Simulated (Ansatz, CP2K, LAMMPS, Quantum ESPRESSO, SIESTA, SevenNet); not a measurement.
# Amorphous 88SiO2-12TiO2 (mol %) (96 atoms): one relaxed cell, several methods

What does relaxation change in amorphous 88SiO2-12TiO2 (mol %) (96 atoms), and how far do other programs agree with plane waves on the relaxed cell?

All numbers are calculated, not measured.

## (1) The cell

The cell holds 96 atoms (28 Si, 4 Ti and 64 O), with edges of 11.24, 11.24 and 11.24 Å. Recipe: 96 atoms (28 Si, 4 Ti, 64 O) placed at random at 2.34 g/cm³, melted at 5000 K for 10 ps at fixed volume with the Morse and Coulomb pair potential with partial charges (Pedone, Malavasi, Menziani, Cormack and Segre, J. Phys. Chem. B 110, 11780 (2006)). Quenched from 5000 K to 300 K at 50 K/ps and fixed volume, held 5 ps, then minimised at fixed cell. Then the atoms were relaxed with SevenNet l3i5 in the fixed cell. Then the atoms were relaxed with CP2K double zeta, PBE.

## (2) The relaxation

CP2K double zeta (DZVP-MOLOPT-SR, GTH-PBE potentials, 640 Ry; k-points Γ) took 9 geometry steps and reached its thresholds. It started from the geometry that SevenNet l3i5 had relaxed.

Run time: 7.6 min. Hardware: 4 MPI ranks of Intel Xeon 6975P-C (Granite Rapids), shared host; peak memory 3.5 GiB.

```csv
,before,after
energy (meV/atom),0,-0.9
Si-O bonds under 2.08 Å,112 at 1.635 Å,112 at 1.639 Å
Ti-O bonds under 2.64 Å,16 at 1.831 Å,16 at 1.830 Å
```

Atoms moved by 0.02 Å r.m.s. and 0.06 Å at most, with the common shift taken off.

## (3) Structure of the relaxed cell

Density 2.34 g/cm³, 14.78 Å³ an atom.

Pair distribution functions g(r), in bins of 0.2 Å:

```csv
r (Å),total,O-O,O-Si,O-Ti,Si-Si,Si-Ti,Ti-Ti
1.50,0.05,0.00,0.13,0.00,0.00,0.00,0.00
1.70,5.18,0.00,13.05,1.40,0.00,0.00,0.00
1.90,0.51,0.00,0.00,9.15,0.00,0.00,0.00
2.10,0.00,0.00,0.00,0.00,0.00,0.00,0.00
2.30,0.00,0.00,0.00,0.00,0.00,0.00,0.00
2.50,0.35,0.80,0.00,0.00,0.00,0.00,0.00
2.70,2.45,5.50,0.00,0.00,0.00,0.00,0.00
2.90,0.51,0.83,0.00,0.00,1.68,0.00,0.00
3.10,0.83,0.67,0.26,0.23,4.94,0.00,0.00
3.30,0.62,0.54,0.49,0.00,0.96,4.62,0.00
3.50,0.66,0.61,0.80,0.70,0.00,0.86,11.85
3.70,1.01,0.71,1.61,1.27,0.00,0.00,0.00
3.90,1.14,0.71,1.77,2.04,0.19,0.33,0.00
4.10,1.34,0.83,2.06,1.44,0.67,1.21,0.00
4.30,1.26,0.82,1.79,2.02,0.85,0.55,0.00
4.50,1.03,0.86,1.11,1.08,1.63,0.50,3.37
4.70,0.95,1.23,0.41,1.01,1.50,2.30,3.16
4.90,0.95,1.29,0.59,0.55,1.01,1.45,0.00
5.10,1.09,1.52,0.56,0.93,1.40,1.15,0.00
5.30,1.15,1.34,0.81,0.63,1.80,1.81,0.00
5.50,1.07,1.12,1.08,0.73,1.05,0.33,2.35
```

Bonds by pair of elements; cutoffs follow the first minimum of g(r), held within bounds set by covalent radii, and pairs that aren't listed don't count as bonded:

```csv
pair A-B,cutoff (Å),bonds,mean length (Å),spread (Å),shortest (Å),B about A,A about B
O-Si,2.08,112,1.64,0.014,1.60,1.75,4
O-Ti,2.64,16,1.83,0.032,1.78,0.25,4
```

How many atoms have how many bonded neighbours:

```csv
element,mean,2,4
O,2,64,0
Si,4,0,28
Ti,4,0,4
```

Bond angles, per cent of each kind in bins of 5°:

```csv
angle (°),O-Si-O,Si-O-Si,O-Ti-O,Si-O-Ti
90–95,0.0,0.0,4.2,0.0
95–100,0.0,0.0,4.2,0.0
100–105,9.5,0.0,20.8,0.0
105–110,52.4,0.0,33.3,0.0
110–115,28.0,0.0,16.7,0.0
115–120,8.3,0.0,16.7,0.0
120–125,1.8,4.0,0.0,0.0
125–130,0.0,14.0,0.0,0.0
130–135,0.0,14.0,4.2,8.3
135–140,0.0,10.0,0.0,16.7
140–145,0.0,20.0,0.0,8.3
145–150,0.0,6.0,0.0,25.0
150–155,0.0,14.0,0.0,16.7
155–160,0.0,8.0,0.0,8.3
160–165,0.0,6.0,0.0,0.0
165–170,0.0,4.0,0.0,8.3
170–175,0.0,0.0,0.0,8.3
```

Bond angles (no mean is given where the spread exceeds 20°):

```csv
angle,count,mean (°),spread (°)
O-Si-O,168,110,4
Si-O-Si,50,143,12.4
O-Ti-O,24,109,7.8
Si-O-Ti,12,150,11
Ti-O-Ti,2,141,1.6
```

Oxygen atoms by the number of network formers (Si, P, Ge, B, Al, As, Ga) bound to them:

```csv
network formers bound to O,O atoms,per cent
0,2,3.1
1,12,18.8
2,50,78.1
```

Network units: each former by its oxygen neighbours and how many of them bridge to another former:

```csv
former,O neighbours,bridging O,atoms
Si,4,2,3
Si,4,3,6
Si,4,4,19
```

Rings of the network by King's shortest-path rule, up to 12 atoms, one path for each pair of neighbours; H, halogens, alkali and alkaline-earth atoms are left out, and the last column divides by all other atoms, bonded or not:

```csv
ring size (atoms),rings,per network atom
6,2,0.021
8,5,0.052
10,14,0.146
12,18,0.188
```

First main peaks of g(r), for some of the pairs, lie near 2.7 Å (O-O), 1.6 Å (O-Si), 1.8 Å (O-Ti), 3.1 Å (Si-Si) and 3.3 Å (Si-Ti). With the cutoffs above, all O atoms have 2, all Si atoms have 4 and all Ti atoms have 4 bonded neighbours. The O-Si-O angle averages 110° with a spread of 4°. Counting bonds to Si alone, not to Ti, 78 % of the oxygens join two of these atoms and 19 % one; 3 % join none. The commonest Si unit has 4 oxygens, 4 of them shared with other formers (19 of 28 atoms). Rings of 12 atoms are the most common (46 % of those counted); sizes run from 6 to 12, where the search stops.

## (4) The plane-wave reference

Quantum ESPRESSO 7.5: Kohn-Sham DFT, PBE, SSSP efficiency 1.3.0 pseudopotentials, plane waves. Its input for the relaxed cell:

```
&control
  calculation = 'scf'
  pseudo_dir = './pseudo'
  outdir = './tmp'
  disk_io = 'none'
  tprnfor = .true.
  tstress = .true.
/
&system
  ibrav = 0
  nat = 96
  ntyp = 3
  ecutwfc = 60
  ecutrho = 480
  nosym = .true.
  occupations = 'smearing'
  smearing = 'fd'
  degauss = 0.003675
/
&electrons
  conv_thr = 4.8e-07
  electron_maxstep = 100
  mixing_beta = 0.4
  mixing_mode = 'plain'
  diagonalization = 'david'
/
ATOMIC_SPECIES
Si 28.085 Si.upf
Ti 47.867 Ti.upf
O 15.999 O.upf
CELL_PARAMETERS angstrom
11.23790 0.00000 0.00000
0.00000 11.23790 0.00000
0.00000 0.00000 11.23790
ATOMIC_POSITIONS crystal
Si 0.50999 0.98250 0.60007
Si 0.91987 0.48527 0.46465
Si 0.27530 0.34084 0.96523
[... 91 atom lines left out ...]
O 0.87441 0.73922 0.75142
O 0.06099 0.09589 0.77907
K_POINTS gamma
```

Wall time 4.4 min (4 MPI ranks of Intel Xeon 6975P-C (Granite Rapids), shared host); peak memory 4.8 GiB; 17 min of CPU time.

## (5) All levels at this geometry

CPU times are from a shared host and are rough.

| level | basis or training data | k-points | own r.m.s. force (meV/Å) | difference from the reference (meV/Å) | pressure (GPa) | Kohn-Sham gap (eV) | CPU time | memory (GiB) |
| --- | --- | --- | --- | --- | --- | --- | --- | --- |
| QE, PBE | plane waves, SSSP efficiency, 60/480 Ry | Γ | 65 | - | -1.52 | 3.69 | 17 min | 4.8 |
| CP2K triple zeta, PBE | TZV2P-UZH, GTH-PBE potentials, 800 Ry | Γ | 126 | 94 | -2.66 | 3.68 | 13 min | 8.1 |
| SIESTA DZP, PBE | DZP orbitals, shift 0.01 Ry, mesh 400 Ry | Γ | 173 | 189 | 0.57 | 3.47 | 4 min | 2.3 |
| SevenNet l3i5 | trained on PBE(+U) plane-wave data | - | 82 | 44 | -1.41 | - | 7.8 s | 1.5 |

The gap is the spacing of the highest filled and lowest empty Kohn-Sham level on the mesh; a dash marks partly filled levels, a spacing under 0.15 eV or a method without such levels.

## (6) What came out

Relaxation in the fixed cell lowers the energy by 1 meV/atom at its own level and moves atoms by up to 0.06 Å. The reference finds an r.m.s. force of 65 meV/Å there and a pressure of -1.52 GPa, at a geometry that CP2K double zeta made. Forces differ from the reference's by 44 meV/Å (SevenNet l3i5), 94 meV/Å (CP2K triple zeta, PBE) and 189 meV/Å (SIESTA DZP, PBE).

CP2K double zeta is at its own minimum here, so the reference's force is itself a measure of how the two differ. Pressures lie +0.1 GPa (SevenNet l3i5), -1.1 GPa (CP2K triple zeta, PBE) and +2.1 GPa (SIESTA DZP, PBE) from the reference's. The highest filled and lowest empty levels lie 3.69 eV apart in the reference, against 3.68 eV in CP2K triple zeta, PBE and 3.47 eV in SIESTA DZP, PBE. With the cutoffs above, all O atoms have 2, all Si atoms have 4 and all Ti atoms have 4 bonded neighbours. Rings of 12 atoms are the most common (46 % of those counted); sizes run from 6 to 12, where the search stops.

Caveats: The density was set by the recipe and held. One sample of a disordered cell; defect or tail levels can set the gap. Gaps are read on the mesh, which holds the band edges only if they fold onto it, and semilocal functionals tend to put them under measured ones. The quench rate of 50 K/ps is many orders above laboratory rates, so the cell is likely richer in defects and strain than a real sample. The reference samples only Γ, in a cell whose shortest periodic width is 11 Å. The plane-wave runs aren't exact: their cutoffs and mesh weren't converged further here. SIESTA's automatically made basis is far from complete, and its potentials were converted by us (checked for H, C, O, Si, Ge and Ca alone). Where levels are smeared, the DFT runs use Fermi–Dirac occupations at 580 K (0.05 eV), and energies are free energies.

[Logs are printed without paths, hosts, clocks, repeated set-up lines and the standing remarks that a program may print on its own settings, such as how far it seeks lower states.]

[Hosts, paths, dates, database ids (printed as entryN), source tags and the programs' standing remarks are cut or masked in the printed files.]
